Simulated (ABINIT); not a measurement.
# CO2 (P4_2/mnm): G0W0 with ABINIT, start to end, part 2 of 3

Wanted: ground state, empty states, screening and self-energy for CO2 (P4_2/mnm).

ABINIT 10.8.3; LDA and many-body steps on it, plane waves. Known limits of the many-body steps: not at the basis limit; coarse k mesh.

So far. Step 2 (Ground state): The gap is indirect, with the least direct gap 0.49 eV higher.

## Step 3: Bands along the symmetry lines

Level of this step: DFT, LDA, plane waves, norm-conserving pseudopotentials (ABINIT).

The cheap functional maps the bands first; the places of the edges decide which points the dearer methods must see.

File run.abi:

```
acell 3*1.0 Angstrom
rprim 
  4.227212790000 0.000000000000 0.000000000000
  0.000000000000 4.227212790000 0.000000000000
  0.000000000000 0.000000000000 4.687771590000
ntypat 2
znucl 6 8
natom 6
typat 1 1 2 2 2 2
xred 
  0.500000000000 0.500000000000 0.500000000000
  0.000000000000 0.000000000000 0.000000000000
  0.304826860000 0.695173140000 0.500000000000
  0.695173140000 0.304826860000 0.500000000000
  0.195173140000 0.195173140000 0.000000000000
  0.804826860000 0.804826860000 0.000000000000
pp_dirpath "pseudos"
pseudos "C.upf, O.upf"
ecut 37
iscf -2
irdden 1
kptopt 0
nkpt 75
kpt 
  0.00000000 0.00000000 0.00000000
  0.00000000 0.06250000 0.00000000
  0.00000000 0.12500000 0.00000000
  0.00000000 0.18750000 0.00000000
  0.00000000 0.25000000 0.00000000
  0.00000000 0.31250000 0.00000000
  0.00000000 0.37500000 0.00000000
  0.00000000 0.43750000 0.00000000
  0.00000000 0.50000000 0.00000000
  0.06250000 0.50000000 0.00000000
  0.12500000 0.50000000 0.00000000
  0.18750000 0.50000000 0.00000000
  0.25000000 0.50000000 0.00000000
  0.31250000 0.50000000 0.00000000
  0.37500000 0.50000000 0.00000000
  0.43750000 0.50000000 0.00000000
  0.50000000 0.50000000 0.00000000
  0.43750000 0.43750000 0.00000000
  0.37500000 0.37500000 0.00000000
  0.31250000 0.31250000 0.00000000
  0.25000000 0.25000000 0.00000000
  0.18750000 0.18750000 0.00000000
  0.12500000 0.12500000 0.00000000
  0.06250000 0.06250000 0.00000000
  0.00000000 0.00000000 0.00000000
  0.00000000 0.00000000 0.06250000
  0.00000000 0.00000000 0.12500000
  0.00000000 0.00000000 0.18750000
  0.00000000 0.00000000 0.25000000
  0.00000000 0.00000000 0.31250000
  0.00000000 0.00000000 0.37500000
  0.00000000 0.00000000 0.43750000
  0.00000000 0.00000000 0.50000000
  0.00000000 0.06250000 0.50000000
  0.00000000 0.12500000 0.50000000
  0.00000000 0.18750000 0.50000000
  0.00000000 0.25000000 0.50000000
  0.00000000 0.31250000 0.50000000
  0.00000000 0.37500000 0.50000000
  0.00000000 0.43750000 0.50000000
  0.00000000 0.50000000 0.50000000
  0.06250000 0.50000000 0.50000000
  0.12500000 0.50000000 0.50000000
  0.18750000 0.50000000 0.50000000
  0.25000000 0.50000000 0.50000000
  0.31250000 0.50000000 0.50000000
  0.37500000 0.50000000 0.50000000
  0.43750000 0.50000000 0.50000000
  0.50000000 0.50000000 0.50000000
  0.43750000 0.43750000 0.50000000
  0.37500000 0.37500000 0.50000000
  0.31250000 0.31250000 0.50000000
  0.25000000 0.25000000 0.50000000
  0.18750000 0.18750000 0.50000000
  0.12500000 0.12500000 0.50000000
  0.06250000 0.06250000 0.50000000
  0.00000000 0.00000000 0.50000000
  0.00000000 0.50000000 0.00000000
  0.00000000 0.50000000 0.06250000
  0.00000000 0.50000000 0.12500000
  0.00000000 0.50000000 0.18750000
  0.00000000 0.50000000 0.25000000
  0.00000000 0.50000000 0.31250000
  0.00000000 0.50000000 0.37500000
  0.00000000 0.50000000 0.43750000
  0.00000000 0.50000000 0.50000000
  0.50000000 0.50000000 0.00000000
  0.50000000 0.50000000 0.06250000
  0.50000000 0.50000000 0.12500000
  0.50000000 0.50000000 0.18750000
  0.50000000 0.50000000 0.25000000
  0.50000000 0.50000000 0.31250000
  0.50000000 0.50000000 0.37500000
  0.50000000 0.50000000 0.43750000
  0.50000000 0.50000000 0.50000000
istwfk *1
nband 23
nbdbuf 2
tolwfr 1e-08
nstep 40
prtwf 0
prtvol 0
indata_prefix "in"
outdata_prefix "out"
tmpdata_prefix "tmp"
```

Started as:

```sh
$ OMP_NUM_THREADS=1 mpirun -n 8 abinit run.abi > log
```

Numbers of over 12 decimals in the logs are rounded to 6 here.

Output:

```text
.Version 10.8.3 of ABINIT. v10.8.2 released Aug 2026.

 Symmetries : space group P4_2/m n m (#136); Bravais tP (primitive tetrag.)
[... echo of the input left out ...]
== DATASET  1 ==================================================================
-   mpi_nproc: 8, omp_nthreads: 1 (-1 if OMP is not activated)

--- !DatasetInfo
iteration_state: {dtset: 1, }
dimensions: {natom: 6, nkpt: 75, mband: 23, nsppol: 1, nspinor: 1, nspden: 1, mpw: 6124, }
cutoff_energies: {ecut:  37.0, pawecutdg:  -1.0, }
electrons: {nelect:   3.20000000E+01, charge:   0.00000000E+00, occopt:   1.00000000E+00, tsmear:   1.00000000E-02, }

 Real(R)+Recip(G) space primitive vectors, cartesian coordinates (Bohr,Bohr^-1):
 R(1)=  7.9882744  0.0000000  0.0000000  G(1)=  0.1251835  0.0000000  0.0000000
 R(2)=  0.0000000  7.9882744  0.0000000  G(2)=  0.0000000  0.1251835  0.0000000
 R(3)=  0.0000000  0.0000000  8.8586044  G(3)=  0.0000000  0.0000000  0.1128846
 Unit cell volume ucvol=  5.6528995E+02 bohr^3
 Angles (23,13,12)=  9.00000000E+01  9.00000000E+01  9.00000000E+01 degrees

 getcut: wavevector=  0.0000  0.0000  0.0000  ngfft=  45  45  50
         ecut(hartree)=     37.000   => boxcut(ratio)=   2.01156

--- Pseudopotential description ------------------------------------------------
- C Generated using ONCVPSP code by D. R. Hamann
-  6.00000   4.00000  180309                  znucl, zion, pspdat
12 -1012 1 -1 1234                            pspcod,pspxc,lmax,lloc,mmax
     nproj     2     2     0
  pspatm : epsatm=    4.35103003
         --- l  ekb(1:nproj) -->
             0    6.431505    0.400560
             1   -4.185684   -0.892924
 pspatm: atomic psp has been read  and splines computed

- O Generated using ONCVPSP code by D. R. Hamann
-  8.00000   6.00000  201201                  znucl, zion, pspdat
12 -1012 2 -1 926                             pspcod,pspxc,lmax,lloc,mmax
     nproj     2     2     1
  pspatm : epsatm=    6.27558587
         --- l  ekb(1:nproj) -->
             0    6.026028    0.816167
[...]
2   -1.033686
 pspatm: atomic psp has been read  and splines computed

--------------------------------------------------------------------------------

================================================================================
 prteigrs : about to open file out_EIG
 Non-SCF case, kpt    1 (  0.00000  0.00000  0.00000), residuals and eigenvalues=
  5.98E-09  4.42E-09  7.46E-09  8.41E-09  5.74E-09  3.28E-09  3.74E-09  3.07E-09
  3.90E-09  2.87E-09  3.14E-09  3.60E-09  5.36E-09  3.23E-09  7.93E-09  7.46E-09
  5.78E-09  7.92E-09  7.51E-09  9.41E-09  5.25E-09  8.37E-09  3.40E-05
 -8.7984E-01 -8.6823E-01 -8.3707E-01 -8.3707E-01 -3.2786E-01 -3.1534E-01
 -3.0740E-01 -2.8444E-01 -2.8444E-01 -2.5674E-01 -2.5674E-01 -2.5466E-01
 -1.7966E-01 -1.4723E-01 -1.4439E-01 -1.4439E-01  1.0591E-01  1.4334E-01
[...]
-1.4585E-01 -1.4585E-01 -1.2652E-01 -1.2652E-01  1.5091E-01  1.5091E-01
  1.7619E-01  1.7619E-01  2.8382E-01  2.8382E-01  3.5427E-01

--- !ResultsGS
iteration_state: {dtset: 1, }
comment   : Summary of ground state results
lattice_vectors:
- [  7.9882744,   0.0000000,   0.0000000, ]
- [  0.0000000,   7.9882744,   0.0000000, ]
- [  0.0000000,   0.0000000,   8.8586044, ]
lattice_lengths: [   7.98827,    7.98827,    8.85860, ]
lattice_angles: [ 90.000,  90.000,  90.000, ] # degrees, (23, 13, 12)
lattice_volume:   5.6528995E+02
convergence: {deltae:  0.000E+00, res2:  0.000E+00, residm:  9.990E-09, diffor:  0.000E+00, }
etotal    :  -7.80259371E+01
entropy   :   0.00000000E+00
fermie    :  -1.26518767E-01
cartesian_stress_tensor: null
pressure_GPa: null
xred      :
- [  5.0000E-01,   5.0000E-01,   5.0000E-01,  C]
- [  0.0000E+00,   0.0000E+00,   0.0000E+00,  C]
- [  3.0483E-01,   6.9517E-01,   5.0000E-01,  O]
- [  6.9517E-01,   3.0483E-01,   5.0000E-01,  O]
- [  1.9517E-01,   1.9517E-01,   0.0000E+00,  O]
- [  8.0483E-01,   8.0483E-01,   0.0000E+00,  O]
cartesian_forces: null
force_length_stats: {min: null, max: null, mean: null, }

 Integrated electronic density in atomic spheres:
 ------------------------------------------------
 Atom  Sphere_radius  Integrated_density
[...]
================================================================================

 ----iterations are completed or convergence reached----

 Mean square residual over all n,k,spin=   54.234E-10; max=  99.902E-10
 reduced coordinates (array xred) for    6 atoms
[...]
0.195173140000      0.195173140000      0.000000000000
       0.804826860000      0.804826860000      0.000000000000

 cartesian coordinates (angstrom) at end:
    1      2.113606     2.113606     2.343886
    2      0.000000     0.000000     0.000000
    3      1.288568     2.938645     2.343886
    4      2.938645     1.288568     2.343886
    5      0.825038     0.825038     0.000000
    6      3.402174     3.402174     0.000000
 length scales=  1.889726125908  1.889726125908  1.889726125908 bohr
              =  1.000000000000  1.000000000000  1.000000000000 angstroms
 prteigrs : about to open file out_EIG
 Eigenvalues (hartree) for nkpt=  75  k points:
 kpt#   1, nband= 23, wtk=  1.00000, kpt=  0.0000  0.0000  0.0000 (reduced coord)
[...]
kpt#   2, nband= 23, wtk=  1.00000, kpt=  0.0000  0.0625  0.0000 (reduced coord)
[...]
kpt#   3, nband= 23, wtk=  1.00000, kpt=  0.0000  0.1250  0.0000 (reduced coord)
[...]
kpt#  74, nband= 23, wtk=  1.00000, kpt=  0.5000  0.5000  0.4375 (reduced coord)
[...]
0.15148    0.15148    0.17618    0.17618    0.28104    0.28104    0.35302
 kpt#  75, nband= 23, wtk=  1.00000, kpt=  0.5000  0.5000  0.5000 (reduced coord)
  -0.87085   -0.87085   -0.83990   -0.83990   -0.33075   -0.33075   -0.29604   -0.29604
  -0.28282   -0.28282   -0.26587   -0.26587   -0.14585   -0.14585   -0.12652   -0.12652
   0.15091    0.15091    0.17619    0.17619    0.28382    0.28382    0.35427

== END DATASET(S) ==============================================================
================================================================================

 -outvars: echo values of variables after computation  --------
            nband          23
             nkpt          75
          spgroup         136
 [... the other variables as echoed above ...]

 Calculation completed.
```

Run time: 21 s. Hardware: 8 MPI ranks of Arm Neoverse V2, shared host; peak memory 0.67 GiB; 2.8 min of CPU time.

Numbers from this step:

| Item | Value |
| --- | --- |
| gap | 6.325 eV |
| k of the valence top | 0.5, 0.5, 0.5 |
| k of the conduction bottom | 0, 0, 0 |
| least direct gap | 6.811 eV |

The gap is 6.325 eV, as in the run before at this level.

Electronic bands along the path, in eV, zero at the top of the highest filled band:

```csv
point,band 13,band 14,band 15,band 16,band 17,band 18,band 19,band 20
Γ,-1.45,-0.56,-0.49,-0.49,6.32,7.34,7.78,7.78
halfway,-1.06,-0.50,-0.49,-0.46,7.07,7.56,7.88,7.89
X,-0.55,-0.55,-0.50,-0.50,7.97,7.97,8.08,8.08
halfway,-0.59,-0.59,-0.26,-0.26,8.07,8.07,8.09,8.09
M,-0.69,-0.69,0.00,0.00,8.11,8.11,8.23,8.23
halfway,-0.70,-0.59,-0.50,-0.28,7.68,7.72,7.84,8.12
Γ,-1.45,-0.56,-0.49,-0.49,6.32,7.34,7.78,7.78
halfway,-1.33,-0.70,-0.49,-0.49,6.76,7.66,7.85,7.85
Z,-1.02,-1.02,-0.49,-0.49,7.70,7.70,7.92,7.92
halfway,-0.88,-0.88,-0.45,-0.45,7.84,7.84,8.09,8.09
R,-0.93,-0.93,-0.27,-0.27,7.83,7.83,8.34,8.34
halfway,-0.66,-0.66,-0.17,-0.17,7.66,7.66,8.25,8.25
A,-0.53,-0.53,0.00,0.00,7.55,7.55,8.24,8.24
halfway,-0.70,-0.65,-0.51,-0.28,7.66,7.71,8.15,8.29
Z,-1.02,-1.02,-0.49,-0.49,7.70,7.70,7.92,7.92
jump to X,-0.55,-0.55,-0.50,-0.50,7.97,7.97,8.08,8.08
halfway,-0.79,-0.79,-0.33,-0.33,7.90,7.90,8.20,8.20
R,-0.93,-0.93,-0.27,-0.27,7.83,7.83,8.34,8.34
jump to M,-0.69,-0.69,0.00,0.00,8.11,8.11,8.23,8.23
halfway,-0.61,-0.61,0.00,0.00,7.78,7.78,8.23,8.23
A,-0.53,-0.53,0.00,0.00,7.55,7.55,8.24,8.24
```

## Step 4: Empty states on the mesh, 2×2×2 mesh, 77 bands

The sums over transitions need many empty states on a uniform mesh; this step solves for them.

File run.abi:

```
acell 3*1.0 Angstrom
rprim 
  4.227212790000 0.000000000000 0.000000000000
  0.000000000000 4.227212790000 0.000000000000
  0.000000000000 0.000000000000 4.687771590000
ntypat 2
znucl 6 8
natom 6
typat 1 1 2 2 2 2
xred 
  0.500000000000 0.500000000000 0.500000000000
  0.000000000000 0.000000000000 0.000000000000
  0.304826860000 0.695173140000 0.500000000000
  0.695173140000 0.304826860000 0.500000000000
  0.195173140000 0.195173140000 0.000000000000
  0.804826860000 0.804826860000 0.000000000000
pp_dirpath "pseudos"
pseudos "C.upf, O.upf"
ecut 37
ngkpt 2 2 2
nshiftk 1
shiftk 0 0 0
kptopt 1
chksymbreak 0
iscf -2
irdden 1
istwfk *1
nband 77
nbdbuf 6
tolwfr 1e-09
nstep 60
prtvol 0
indata_prefix "in"
outdata_prefix "out"
tmpdata_prefix "tmp"
```

Output:

```text
.Version 10.8.3 of ABINIT. v10.8.2 released Aug 2026.

 Symmetries : space group P4_2/m n m (#136); Bravais tP (primitive tetrag.)
[... echo of the input left out ...]
== DATASET  1 ==================================================================
-   mpi_nproc: 8, omp_nthreads: 1 (-1 if OMP is not activated)
-    --> not optimal distribution: autoparal keyword recommended in input file <--

--- !DatasetInfo
iteration_state: {dtset: 1, }
dimensions: {natom: 6, nkpt: 6, mband: 77, nsppol: 1, nspinor: 1, nspden: 1, mpw: 6088, }
cutoff_energies: {ecut:  37.0, pawecutdg:  -1.0, }
electrons: {nelect:   3.20000000E+01, charge:   0.00000000E+00, occopt:   1.00000000E+00, tsmear:   1.00000000E-02, }

 Real(R)+Recip(G) space primitive vectors, cartesian coordinates (Bohr,Bohr^-1):
 R(1)=  7.9882744  0.0000000  0.0000000  G(1)=  0.1251835  0.0000000  0.0000000
 R(2)=  0.0000000  7.9882744  0.0000000  G(2)=  0.0000000  0.1251835  0.0000000
 R(3)=  0.0000000  0.0000000  8.8586044  G(3)=  0.0000000  0.0000000  0.1128846
 Unit cell volume ucvol=  5.6528995E+02 bohr^3
 Angles (23,13,12)=  9.00000000E+01  9.00000000E+01  9.00000000E+01 degrees

 getcut: wavevector=  0.0000  0.0000  0.0000  ngfft=  45  45  50
         ecut(hartree)=     37.000   => boxcut(ratio)=   2.01156

--- Pseudopotential description ------------------------------------------------
- C Generated using ONCVPSP code by D. R. Hamann
-  6.00000   4.00000  180309                  znucl, zion, pspdat
12 -1012 1 -1 1234                            pspcod,pspxc,lmax,lloc,mmax
     nproj     2     2     0
  pspatm : epsatm=    4.35103003
         --- l  ekb(1:nproj) -->
             0    6.431505    0.400560
             1   -4.185684   -0.892924
 pspatm: atomic psp has been read  and splines computed

- O Generated using ONCVPSP code by D. R. Hamann
-  8.00000   6.00000  201201                  znucl, zion, pspdat
12 -1012 2 -1 926                             pspcod,pspxc,lmax,lloc,mmax
     nproj     2     2     1
  pspatm : epsatm=    6.27558587
         --- l  ekb(1:nproj) -->
             0    6.026028    0.816167
[...]
2   -1.033686
 pspatm: atomic psp has been read  and splines computed

--------------------------------------------------------------------------------

================================================================================
 prteigrs : about to open file out_EIG
 Non-SCF case, kpt    1 (  0.00000  0.00000  0.00000), residuals and eigenvalues=
  3.73E-10  4.34E-10  3.03E-10  4.38E-10  1.04E-10  1.01E-10  1.13E-10  1.94E-10
  1.96E-10  1.79E-10  1.72E-10  1.80E-10  1.11E-10  2.00E-10  8.91E-11  8.61E-11
  4.66E-11  1.61E-10  2.87E-10  7.54E-10  3.31E-10  2.15E-10  7.99E-11  1.48E-10
[...]
1.49E-08  1.91E-08  3.77E-07  2.32E-06  4.88E-05
 -8.7984E-01 -8.6823E-01 -8.3707E-01 -8.3707E-01 -3.2786E-01 -3.1534E-01
 -3.0740E-01 -2.8444E-01 -2.8444E-01 -2.5674E-01 -2.5674E-01 -2.5466E-01
 -1.7966E-01 -1.4723E-01 -1.4439E-01 -1.4439E-01  1.0591E-01  1.4334E-01
[...]
1.2848E+00  1.3201E+00  1.3370E+00  1.3370E+00  1.3628E+00  1.3719E+00
  1.3719E+00  1.4000E+00  1.4393E+00  1.4393E+00  1.4502E+00  1.4633E+00
  1.4686E+00  1.4686E+00  1.4850E+00  1.5067E+00  1.5076E+00
 prteigrs : prtvol=0 or 1, do not print more k-points.

--- !ResultsGS
iteration_state: {dtset: 1, }
comment   : Summary of ground state results
lattice_vectors:
- [  7.9882744,   0.0000000,   0.0000000, ]
- [  0.0000000,   7.9882744,   0.0000000, ]
- [  0.0000000,   0.0000000,   8.8586044, ]
lattice_lengths: [   7.98827,    7.98827,    8.85860, ]
lattice_angles: [ 90.000,  90.000,  90.000, ] # degrees, (23, 13, 12)
lattice_volume:   5.6528995E+02
convergence: {deltae:  0.000E+00, res2:  0.000E+00, residm:  9.922E-10, diffor:  0.000E+00, }
etotal    :  -7.80259371E+01
entropy   :   0.00000000E+00
fermie    :  -1.26518767E-01
cartesian_stress_tensor: null
pressure_GPa: null
xred      :
- [  5.0000E-01,   5.0000E-01,   5.0000E-01,  C]
- [  0.0000E+00,   0.0000E+00,   0.0000E+00,  C]
- [  3.0483E-01,   6.9517E-01,   5.0000E-01,  O]
- [  6.9517E-01,   3.0483E-01,   5.0000E-01,  O]
- [  1.9517E-01,   1.9517E-01,   0.0000E+00,  O]
- [  8.0483E-01,   8.0483E-01,   0.0000E+00,  O]
cartesian_forces: null
force_length_stats: {min: null, max: null, mean: null, }

 Integrated electronic density in atomic spheres:
 ------------------------------------------------
 Atom  Sphere_radius  Integrated_density
[...]
================================================================================

 ----iterations are completed or convergence reached----

 Mean square residual over all n,k,spin=   38.166E-11; max=  99.219E-11
 reduced coordinates (array xred) for    6 atoms
[...]
0.195173140000      0.195173140000      0.000000000000
       0.804826860000      0.804826860000      0.000000000000

 cartesian coordinates (angstrom) at end:
    1      2.113606     2.113606     2.343886
    2      0.000000     0.000000     0.000000
    3      1.288568     2.938645     2.343886
    4      2.938645     1.288568     2.343886
    5      0.825038     0.825038     0.000000
    6      3.402174     3.402174     0.000000
 length scales=  1.889726125908  1.889726125908  1.889726125908 bohr
              =  1.000000000000  1.000000000000  1.000000000000 angstroms
 prteigrs : about to open file out_EIG
 Eigenvalues (hartree) for nkpt=   6  k points:
 kpt#   1, nband= 77, wtk=  0.12500, kpt=  0.0000  0.0000  0.0000 (reduced coord)
[...]
1.17723    1.17723    1.25152    1.26850    1.28480    1.32013    1.33700    1.33700
   1.36283    1.37186    1.37186    1.40001    1.43926    1.43926    1.45024    1.46331
   1.46857    1.46857    1.48496    1.50666    1.50758
 prteigrs : prtvol=0 or 1, do not print more k-points.

== END DATASET(S) ==============================================================
================================================================================

 -outvars: echo values of variables after computation  --------
            nband          77
             nkpt           6
          spgroup         136
 [... the other variables as echoed above ...]

 Calculation completed.
```

Wall time 12 s (8 MPI ranks); peak memory 0.56 GiB; 98 s of CPU time.

This step gave:

| Item | Value |
| --- | --- |
| gap | 6.325 eV |
| k of the valence top | 0.5, 0.5, 0.5 |
| k of the conduction bottom | 0, 0, 0 |
| least direct gap | 6.811 eV |
| k points computed | 6 |
| lowest point of the top converged band, above the valence top | 42.23 eV |

On this mesh the gap is 6.325 eV.

(Part 2 of 3 ends here.)

[Paths, hosts, dates, memory and timing lines, banners, echoed tables and standing remarks are left out of the program output.]

[Logs are printed without paths, hosts, clocks, repeated set-up lines and the standing remarks that a program may print on its own settings, such as how far it seeks lower states.]

[Runs of the session that timed out or met a known fault of the program may be left out.]

[Hosts, paths, dates, database ids (printed as entryN), source tags and the programs' standing remarks are cut or masked in the printed files.]

[G0W0 gaps are taken among the corrected bands and points alone; a level outside them can change the order at an edge.]

[Where Ansatz stands beside ABINIT at settings called matched, ABINIT's density can come from a denser mesh and the files from another edition; pairs whose starting gaps differed by over 0.03 eV were left out, so agreement reads better than it is.]
